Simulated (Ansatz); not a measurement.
# Mo wire along [100], 24 atoms a period: bands along the axis

Aim: is the Mo wire along [100], 24 atoms a period a metal or a semiconductor?

Main program and level: Ansatz 0.2.0; DFT PBE, plane waves, PAW; relaxation of a wire's period; PAW set soft_1, in the first sound run; inputs show where later runs differ.

**1. The structure**

The cell holds 24 atoms: 24 Mo. Its edges and angles: a = 16.280 Å, b = 16.280 Å, c = 3.160 Å, α = 90.0°, β = 90.0°, γ = 90.0°. Vacuum lies along a and b. The structure's axis is c.

**2. Relaxation of atoms and period**

Band widths follow the bond lengths, so the wire is relaxed first. The atoms and the third cell vector are free; the box across stays fixed as vacuum. A Fermi-Dirac smearing is set since the result may be a metal. The pressure printed is a third of the stress's trace over the whole box, vacuum included; only the stress along the axis is relaxed.

input.yaml reads:

```yaml
crystal:
  lattice:
    - [16.28, 0.0, 0.0]
    - [0.0, 16.28, 0.0]
    - [0.0, 0.0, 3.16]
  atoms:
    - { symbol: Mo, position: [0.208845209, 0.305896806, 0.0] }
    - { symbol: Mo, position: [0.208845209, 0.5, 0.0] }
    - { symbol: Mo, position: [0.208845209, 0.694103194, 0.0] }
    - { symbol: Mo, position: [0.402948403, 0.305896806, 0.0] }
    - { symbol: Mo, position: [0.402948403, 0.5, 0.0] }
    - { symbol: Mo, position: [0.402948403, 0.694103194, 0.0] }
    - { symbol: Mo, position: [0.597051597, 0.305896806, 0.0] }
    - { symbol: Mo, position: [0.597051597, 0.5, 0.0] }
    - { symbol: Mo, position: [0.597051597, 0.694103194, 0.0] }
    - { symbol: Mo, position: [0.791154791, 0.305896806, 0.0] }
    - { symbol: Mo, position: [0.791154791, 0.5, 0.0] }
    - { symbol: Mo, position: [0.791154791, 0.694103194, 0.0] }
    - { symbol: Mo, position: [0.305896806, 0.208845209, 0.5] }
    - { symbol: Mo, position: [0.305896806, 0.402948403, 0.5] }
    - { symbol: Mo, position: [0.305896806, 0.597051597, 0.5] }
    - { symbol: Mo, position: [0.305896806, 0.791154791, 0.5] }
    - { symbol: Mo, position: [0.5, 0.208845209, 0.5] }
    - { symbol: Mo, position: [0.5, 0.402948403, 0.5] }
    - { symbol: Mo, position: [0.5, 0.597051597, 0.5] }
    - { symbol: Mo, position: [0.5, 0.791154791, 0.5] }
    - { symbol: Mo, position: [0.694103194, 0.208845209, 0.5] }
    - { symbol: Mo, position: [0.694103194, 0.402948403, 0.5] }
    - { symbol: Mo, position: [0.694103194, 0.597051597, 0.5] }
    - { symbol: Mo, position: [0.694103194, 0.791154791, 0.5] }
kpoints:
  mp_grid: { grid: [1, 1, 26] }
scf:
  occupations: { method: fermi_dirac, width: 0.05 }
hamiltonian:
  xc: pbe
  pseudopotentials: { kind: paw, azcp: { folder: soft_1 } }
relax:
  cell: { fix: [a, b, alpha, beta, gamma] }
  max_steps: 45
  f_tol: 0.03
```

Run with:

```
> ansatz run input.yaml --threads 4 --pin off --max-ram 16384MiB --backend cpu --events-out ev --progress --plain --runs-dir out
```

Numbers of over 12 decimals in the logs are rounded to 6 here.

What it wrote:

```text
Engine: ansatz 0.2.0, x86_64-unknown-linux-gnu
Pseudopotentials: kind: paw
Pseudopotential: Mo, paw, valence charge 14, recommended cutoff 420 eV (normal), soft_1/Mo.paw.azcp
Functional definition: PBE
  parameter kappa = 0.804
  parameter beta = 0.066725
  exchange = pbe_x(kappa = kappa, mu = beta*pi^2/3)
  correlation = pbe_c(beta = beta)
Crystal: 24 atoms, lattice volume = 837.521 Å³
Basis set: ecut = 420 eV, 16427 PW (Γ), exchange–correlation on 240×240×48 points (8 copies of the dense FFT grid, shifted against one another)
Bands: 202, of which v1, the nominal top of the filled ones, is band 168 counted from 1 (167 counted from 0)
Symmetry: 16 space group operations
Space group: P42/mmc (ITA 131), of the structure as read, at distance tolerance 9.4e-5 Å
k-points: 14 of 26
Non-local potential: Mo, projectors of the file, l = 0: 3, l = 1: 2, l = 2: 2, l = 3: 1
PAW form: soft (Blöchl's): semilocal exchange-correlation on the pseudo side does not see the compensation charge
PAW one-centre angular grid: Mo, 590 points (default); XC on 64 Gauss nodes
Initial density: superposition of atomic densities (neutral atoms: chi_scale 0, normalization atom)
Initial wavefunctions: pseudopotential atomic-orbital guess
Functional: x = pbe(κ = 0.804, μ = 0.219515), c = pbe(β = 0.066725)
SCF iter   1: F=—  HF=-118944.702079 eV  |F-HF|=—  |Δ(HF+E_count)|=         —  Δρ=7.54e-2  dr2=2.96e2  ethr=3.10e-3  ⟨swp⟩=8.3  Hψ=11632  notcnv=0
preconditioner: auto → LDOS  [metal: Δε(μ)=0.011 eV  Ē_g=4.059 eV  σ=0.050 eV  W_gap=0.06  n_scr=186 (ndim 8)  ℏωp=15.4 eV  f_vac=0.397  D(μ)=21.22/eV (n_scr^D=122)  β→1.0]
SCF iter   2: F=—  HF=-118940.349954 eV  |F-HF|=—  |Δ(HF+E_count)|=    4.35e0  Δρ=7.78e-2  dr2=3.81e2  ethr=3.10e-3  ⟨swp⟩=5.5  Hψ=8492  notcnv=0  defer=72
SCF iter   3: F=—  HF=-118918.146840 eV  |F-HF|=—  |Δ(HF+E_count)|=    2.22e1  Δρ=1.35e-2  dr2=9.17e0  ethr=3.10e-3  ⟨swp⟩=4.0  Hψ=7430  notcnv=0  defer=56
SCF iter   4: F=—  HF=-118917.597136 eV  |F-HF|=—  |Δ(HF+E_count)|=   5.50e-1  Δρ=3.89e-3  dr2=2.49e-1  ethr=2.73e-3  ⟨swp⟩=3.9  Hψ=3905  notcnv=0  defer=28
SCF iter   5: F=—  HF=-118917.578416 eV  |F-HF|=—  |Δ(HF+E_count)|=   1.87e-2  Δρ=1.58e-3  dr2=1.05e-1  ethr=7.40e-5  ⟨swp⟩=4.4  Hψ=6663  notcnv=0  defer=27
SCF iter   6: F=—  HF=-118917.580739 eV  |F-HF|=—  |Δ(HF+E_count)|=   2.32e-3  Δρ=8.25e-4  dr2=1.74e-2  ethr=3.12e-5  ⟨swp⟩=2.0  Hψ=4091  notcnv=0  defer=27
SCF iter   7: F=—  HF=-118917.580004 eV  |F-HF|=—  |Δ(HF+E_count)|=   7.35e-4  Δρ=1.97e-4  dr2=9.79e-4  ethr=5.17e-6  ⟨swp⟩=2.0  Hψ=3809  notcnv=0  defer=27
SCF iter   8: F=—  HF=-118917.580213 eV  |F-HF|=—  |Δ(HF+E_count)|=   2.09e-4  Δρ=9.24e-5  dr2=1.79e-4  ethr=2.91e-7  ⟨swp⟩=2.3  Hψ=3876  notcnv=0  defer=27
SCF iter   9: F=—  HF=-118917.580209 eV  |F-HF|=—  |Δ(HF+E_count)|=   3.73e-6  Δρ=3.05e-5  dr2=1.85e-5  ethr=5.33e-8  ⟨swp⟩=2.1  Hψ=3862  notcnv=0  defer=27
SCF iter  10: F=—  HF=-118917.580259 eV  |F-HF|=—  |Δ(HF+E_count)|=   5.01e-5  Δρ=1.37e-5  dr2=4.69e-6  ethr=5.50e-9  ⟨swp⟩=3.0  Hψ=5573  notcnv=0  defer=27
SCF iter  11: F=—  HF=-118917.580260 eV  |F-HF|=—  |Δ(HF+E_count)|=   6.50e-7  Δρ=6.48e-6  dr2=5.83e-7  ethr=1.40e-9  ⟨swp⟩=2.0  Hψ=3829  notcnv=0  defer=27
SCF iter  12: F=-118917.580261 eV  HF=-118917.580261 eV  |F-HF|=2.38e-8  |Δ(HF+E_count)|=   5.35e-7  Δρ=2.50e-6  dr2=8.65e-8  ethr=2.98e-11  ⟨swp⟩=5.9  Hψ=9565  notcnv=0
SCF 1 converged in 12 iterations: F = -118917.580261 eV  dr2 = 8.65e-8
  greatest PAW one-centre occupation: 0.999 electrons in one spin orbital (limit 2), on the Mo atom at site 22 (counted from 0), in its partial waves of l = 0
relax step   1: F+E_penalty+E_count = -118917.58026063 eV  Δ(F+E_penalty+E_count) = +0.000e0 eV  max|allowed force component| = 2.654e0 eV/Å  Δτ_max = 0.0000 Å  P = -7.800 GPa  Ω = 837.521 Å³  fix = [a, b, alpha, beta, gamma]  reactions: a -7.554, b -7.554 GPa  (12 SCF iters, dr2 threshold 1.00e-7 eV, accepted)
Crystal: 24 atoms, lattice volume = 805.712 Å³
Basis set: ecut = 420 eV, 15643 PW (Γ), exchange–correlation on 240×240×48 points (8 copies of the dense FFT grid, shifted against one another)
Initial density: handed on by an earlier stage of this run
Initial wavefunctions: those handed on with the density
iter 1 solved again at ethr=1.11e-3 eV; its pass at ethr=3.10e-3 eV (dr2=3.71e0 eV) is discarded
SCF iter   1: F=—  HF=-118921.112680 eV  |F-HF|=—  |Δ(HF+E_count)|=         —  Δρ=1.74e-2  dr2=3.77e0  ethr=1.11e-3  ⟨swp⟩=1.3  Hψ=17024  notcnv=0
preconditioner: auto → LDOS  [metal: Δε(μ)=0.018 eV  Ē_g=3.804 eV  σ=0.050 eV  W_gap=0.09  n_scr=170 (ndim 8)  ℏωp=15.7 eV  f_vac=0.431  D(μ)=19.68/eV (n_scr^D=98)  β→1.0]
SCF iter   2: F=—  HF=-118921.159174 eV  |F-HF|=—  |Δ(HF+E_count)|=   4.65e-2  Δρ=1.00e-2  dr2=4.23e0  ethr=1.11e-3  ⟨swp⟩=3.8  Hψ=5861  notcnv=0  defer=18
SCF iter   3: F=—  HF=-118920.828938 eV  |F-HF|=—  |Δ(HF+E_count)|=   3.30e-1  Δρ=2.71e-3  dr2=2.23e-1  ethr=1.11e-3  ⟨swp⟩=2.9  Hψ=4367  notcnv=0  defer=73
SCF iter   4: F=—  HF=-118920.815295 eV  |F-HF|=—  |Δ(HF+E_count)|=   1.36e-2  Δρ=6.40e-4  dr2=6.20e-3  ethr=6.62e-5  ⟨swp⟩=2.5  Hψ=4367  notcnv=0  defer=73
SCF iter   5: F=—  HF=-118920.815493 eV  |F-HF|=—  |Δ(HF+E_count)|=   1.98e-4  Δρ=2.56e-4  dr2=1.59e-3  ethr=1.84e-6  ⟨swp⟩=3.0  Hψ=5219  notcnv=0  defer=73
SCF iter   6: F=—  HF=-118920.815657 eV  |F-HF|=—  |Δ(HF+E_count)|=   1.64e-4  Δρ=1.09e-4  dr2=2.41e-4  ethr=4.75e-7  ⟨swp⟩=2.3  Hψ=4399  notcnv=0  defer=73
SCF iter   7: F=—  HF=-118920.815710 eV  |F-HF|=—  |Δ(HF+E_count)|=   5.29e-5  Δρ=3.82e-5  dr2=2.63e-5  ethr=7.18e-8  ⟨swp⟩=2.6  Hψ=4691  notcnv=0  defer=73
SCF iter   8: F=-118920.815716 eV  HF=-118920.815715 eV  |F-HF|=7.15e-7  |Δ(HF+E_count)|=   4.96e-6  Δρ=1.28e-5  dr2=1.94e-6  ethr=7.14e-10  ⟨swp⟩=3.9  Hψ=12006  notcnv=0
SCF 2 converged in 8 iterations: F = -118920.815716 eV  dr2 = 1.94e-6
  greatest PAW one-centre occupation: 0.999 electrons in one spin orbital (limit 2), on the Mo atom at site 21 (counted from 0), in its partial waves of l = 0
relax step   2: F+E_penalty+E_count = -118920.81571600 eV  Δ(F+E_penalty+E_count) = -3.235e0 eV  max|allowed force component| = 8.936e-1 eV/Å  Δτ_max = 0.1949 Å  P = +2.420 GPa  Ω = 805.712 Å³  energy of the carried Pulay correction = +3.350e-3 eV  fix = [a, b, alpha, beta, gamma]  reactions: a +1.372, b +1.372 GPa  (8 SCF iters, dr2 threshold 2.40e-6 eV, accepted)
Crystal: 24 atoms, lattice volume = 837.352 Å³
iter 1 solved again at ethr=2.81e-3 eV; its pass at ethr=3.10e-3 eV (dr2=9.44e0 eV) is discarded
[...]
relax step   6: F+E_penalty+E_count = -118921.41408838 eV  Δ(F+E_penalty+E_count) = -4.897e-3 eV  max|allowed force component| = 3.523e-2 eV/Å  Δτ_max = 0.0059 Å  P = -0.073 GPa  Ω = 823.362 Å³  energy of the carried Pulay correction = +1.475e-3 eV  fix = [a, b, alpha, beta, gamma]  reactions: a -0.106, b -0.106 GPa  (6 SCF iters, dr2 threshold 4.76e-7 eV, accepted)
[...]
relax step   7: F+E_penalty+E_count = -118921.41453811 eV  Δ(F+E_penalty+E_count) = -4.497e-4 eV  max|allowed force component| = 1.277e-2 eV/Å  Δτ_max = 0.0027 Å  P = -0.107 GPa  Ω = 823.079 Å³  energy of the carried Pulay correction = +1.505e-3 eV  fix = [a, b, alpha, beta, gamma]  reactions: a -0.165, b -0.165 GPa  (7 SCF iters, dr2 threshold 7.76e-8 eV, accepted)
Initial wavefunctions: pseudopotential atomic-orbital guess (no wavefunctions were taken with the density)
iter 1 solved again at ethr=1.26e-6 eV; its pass at ethr=3.10e-3 eV (dr2=4.24e-3 eV) is discarded
SCF iter   1: F=—  HF=-118921.412731 eV  |F-HF|=—  |Δ(HF+E_count)|=         —  Δρ=2.95e-5  dr2=1.17e-6  ethr=1.26e-6  ⟨swp⟩=4.5  Hψ=19710  notcnv=0
eigensolver tolerance schedule: the retry pair's looser diagonalisation over-reported the residual by 3633.06 of it (diagonalisation noise at an unbounded share of the residual, at the tolerance the schedule requests for it); recorded, not acted on — ethr = c·dr2/N_el stays at c = 1.0e-1
preconditioner: auto → LDOS  [metal: Δε(μ)=0.005 eV  Ē_g=3.688 eV  σ=0.050 eV  W_gap=0.03  n_scr=178 (ndim 8)  ℏωp=15.5 eV  f_vac=0.430  D(μ)=25.07/eV (n_scr^D=178)  β→1.0]
SCF iter   2: F=—  HF=-118921.412797 eV  |F-HF|=—  |Δ(HF+E_count)|=   6.58e-5  Δρ=6.03e-6  dr2=2.42e-7  ethr=3.47e-10  ⟨swp⟩=3.9  Hψ=7993  notcnv=0
SCF iter   3: F=—  HF=-118921.412797 eV  |F-HF|=—  |Δ(HF+E_count)|=   5.61e-8  Δρ=2.01e-6  dr2=6.17e-8  ethr=7.21e-11  ⟨swp⟩=2.1  Hψ=5079  notcnv=0
SCF iter   4: F=—  HF=-118921.412797 eV  |F-HF|=—  |Δ(HF+E_count)|=   1.47e-8  Δρ=4.80e-7  dr2=3.20e-9  ethr=1.84e-11  ⟨swp⟩=3.1  Hψ=5370  notcnv=0
SCF iter   5: F=—  HF=-118921.412797 eV  |F-HF|=—  |Δ(HF+E_count)|=  5.38e-10  Δρ=1.48e-7  dr2=5.44e-10  ethr=1.00e-12  ⟨swp⟩=2.9  Hψ=5454  notcnv=0
SCF iter   6: F=-118921.412797 eV  HF=-118921.412797 eV  |F-HF|=1.46e-10  |Δ(HF+E_count)|=  1.31e-10  Δρ=5.88e-8  dr2=6.45e-11  ethr=1.00e-12  ⟨swp⟩=4.9  Hψ=9072  notcnv=0
SCF 8 converged in 6 iterations: F = -118921.412797 eV  dr2 = 6.45e-11
relax step   8: F+E_penalty+E_count = -118921.41279688 eV  Δ(F+E_penalty+E_count) = +1.741e-3 eV  max|allowed force component| = 1.281e-2 eV/Å  Δτ_max = 0.0000 Å  P = -0.103 GPa  Ω = 823.079 Å³  fix = [a, b, alpha, beta, gamma]  reactions: a -0.161, b -0.161 GPa  stress off target by 1.33e-2 GPa on what of the cell is left free  SCF on the basis re-selected at this cell (its energy is not comparable with the rows above)  (6 SCF iters)
basis re-selected at this cell: Δ(F+E_penalty+E_count) = +1.741e-3 eV, ΔP = +0.003 GPa vs the last step (what re-selecting the basis moved, of the pressure what is left beyond the Pulay correction that the steps carried, after the strain that the cell walked since its last selection, with what the two solves' SCF thresholds leave and, on support functions, any second-order correction that the steps lacked; it is no m [...]
SCF converged after 6 iterations
Free energy (F): -118921.412797 eV
Harris-Foulkes:  -118921.412797 eV  (|F-HF|=1.46e-10)
Internal energy: -118921.209520 eV  (E = F + TS)
E sigma→0 (E₀):  -118921.311158 eV
Entropy (-TS):   -0.203277 eV (-8.470 meV/atom)
Fermi energy:    7.680604 eV
--- Per-component energies (eV) ---
  E_band       = -5751.064807
  E_kinetic    = 10134.282601
  E_local      = -164275.279695  (includes V_loc(G=0)·N_el)
  E_nonlocal   = 3594.612464
  E_hartree    = 76947.446002
  E_xc         = -4209.611829
  E_vxc        = -5245.541523  (∫ρ·V_xc dr)
  E_paw        = -77096.833592  (= ΣΔE_a)
  E_vpaw       = -3854.030416  (= ΣTr[D̂ρ^β])
  E_aug_tail   = 0.001210  (compensation charges beyond the density's cutoff)
  E_ewald      = 35984.173320
  E_smearing   = -0.203277  (= −TS)
  E_closure    = -0.000000  (closes the sum)
  Σ components = -118921.412797   (vs F -118921.412797, Δ=0.00e0)
--- Forces (eV/Å), atoms counted from 1 ---
  atom   1  Mo     0.00455794    -0.00044353     0.00000000
  atom   2  Mo    -0.00539225     0.00000000     0.00000000
  atom   3  Mo     0.00455794     0.00044353     0.00000000
  atom   4  Mo    -0.01281437     0.00757817     0.00000000
  atom   5  Mo    -0.00105534     0.00000000     0.00000000
  atom   6  Mo    -0.01281437    -0.00757817     0.00000000
  atom   7  Mo     0.01281437     0.00757817     0.00000000
  atom   8  Mo     0.00105534     0.00000000     0.00000000
  atom   9  Mo     0.01281437    -0.00757817     0.00000000
  atom  10  Mo    -0.00455794    -0.00044353     0.00000000
  atom  11  Mo     0.00539225     0.00000000     0.00000000
  atom  12  Mo    -0.00455794     0.00044353     0.00000000
  atom  13  Mo    -0.00044353     0.00455794     0.00000000
  atom  14  Mo     0.00757817    -0.01281437     0.00000000
  atom  15  Mo     0.00757817     0.01281437     0.00000000
  atom  16  Mo    -0.00044353    -0.00455794     0.00000000
  atom  17  Mo     0.00000000    -0.00539225     0.00000000
  atom  18  Mo     0.00000000    -0.00105534     0.00000000
  atom  19  Mo     0.00000000     0.00105534     0.00000000
  atom  20  Mo     0.00000000     0.00539225     0.00000000
  atom  21  Mo     0.00044353     0.00455794     0.00000000
  atom  22  Mo    -0.00757817    -0.01281437     0.00000000
  atom  23  Mo    -0.00757817     0.01281437     0.00000000
  atom  24  Mo     0.00044353    -0.00455794     0.00000000
  max |Σ_I F_I| component: 1.73e-18 eV/Å
--- Stress (GPa, compression-positive) ---
       -0.161442       0.000000       0.000000
        0.000000      -0.161442       0.000000
        0.000000       0.000000       0.013281
  P = ⅓ Tr σ = -0.1032 GPa (-1.032 kbar)
--- Relaxed structure (7 steps of the walk, 7 accepted, 1 SCFs on fresh bases) ---
  F+E_penalty+E_count = -118921.41279688 eV   max|allowed force component| = 1.281e-2 eV/Å   (the final SCF, on the basis selected at the relaxed cell)
  cell:  # Å, volume = 823.0794 Å³
    - [16.28, 0.0, 0.0]
    - [0.0, 16.28, 0.0]
    - [0.0, 0.0, 3.105510]
  atoms:
    - { symbol: Mo, position: [0.220426, 0.301035, 0.0] }
    - { symbol: Mo, position: [0.216496, 0.5, 0.0] }
    - { symbol: Mo, position: [0.220426, 0.698965, 0.0] }
    - { symbol: Mo, position: [0.405298, 0.304199, 0.0] }
    - { symbol: Mo, position: [0.404395, 0.5, 0.0] }
    - { symbol: Mo, position: [0.405298, 0.695801, 0.0] }
    - { symbol: Mo, position: [0.594702, 0.304199, 0.0] }
    - { symbol: Mo, position: [0.595605, 0.5, 0.0] }
    - { symbol: Mo, position: [0.594702, 0.695801, 0.0] }
    - { symbol: Mo, position: [0.779574, 0.301035, 0.0] }
    - { symbol: Mo, position: [0.783504, 0.5, 0.0] }
    - { symbol: Mo, position: [0.779574, 0.698965, 0.0] }
    - { symbol: Mo, position: [0.301035, 0.220426, 0.500000] }
    - { symbol: Mo, position: [0.304199, 0.405298, 0.500000] }
    - { symbol: Mo, position: [0.304199, 0.594702, 0.500000] }
    - { symbol: Mo, position: [0.301035, 0.779574, 0.500000] }
    - { symbol: Mo, position: [0.5, 0.216496, 0.500000] }
    - { symbol: Mo, position: [0.5, 0.404395, 0.500000] }
    - { symbol: Mo, position: [0.5, 0.595605, 0.500000] }
    - { symbol: Mo, position: [0.5, 0.783504, 0.500000] }
    - { symbol: Mo, position: [0.698965, 0.220426, 0.500000] }
    - { symbol: Mo, position: [0.695801, 0.405298, 0.500000] }
    - { symbol: Mo, position: [0.695801, 0.594702, 0.500000] }
    - { symbol: Mo, position: [0.698965, 0.779574, 0.500000] }
```

Wall time 3.6 min (4 threads of Intel Xeon 6975P-C (Granite Rapids), shared host); peak memory 4.2 GiB.

[end of part 1 of 2]

[Logs are printed without paths, hosts, clocks, repeated set-up lines and the standing remarks that a program may print on its own settings, such as how far it seeks lower states.]

[Hosts, paths, dates, database ids (printed as entryN), source tags and the programs' standing remarks are cut or masked in the printed files.]
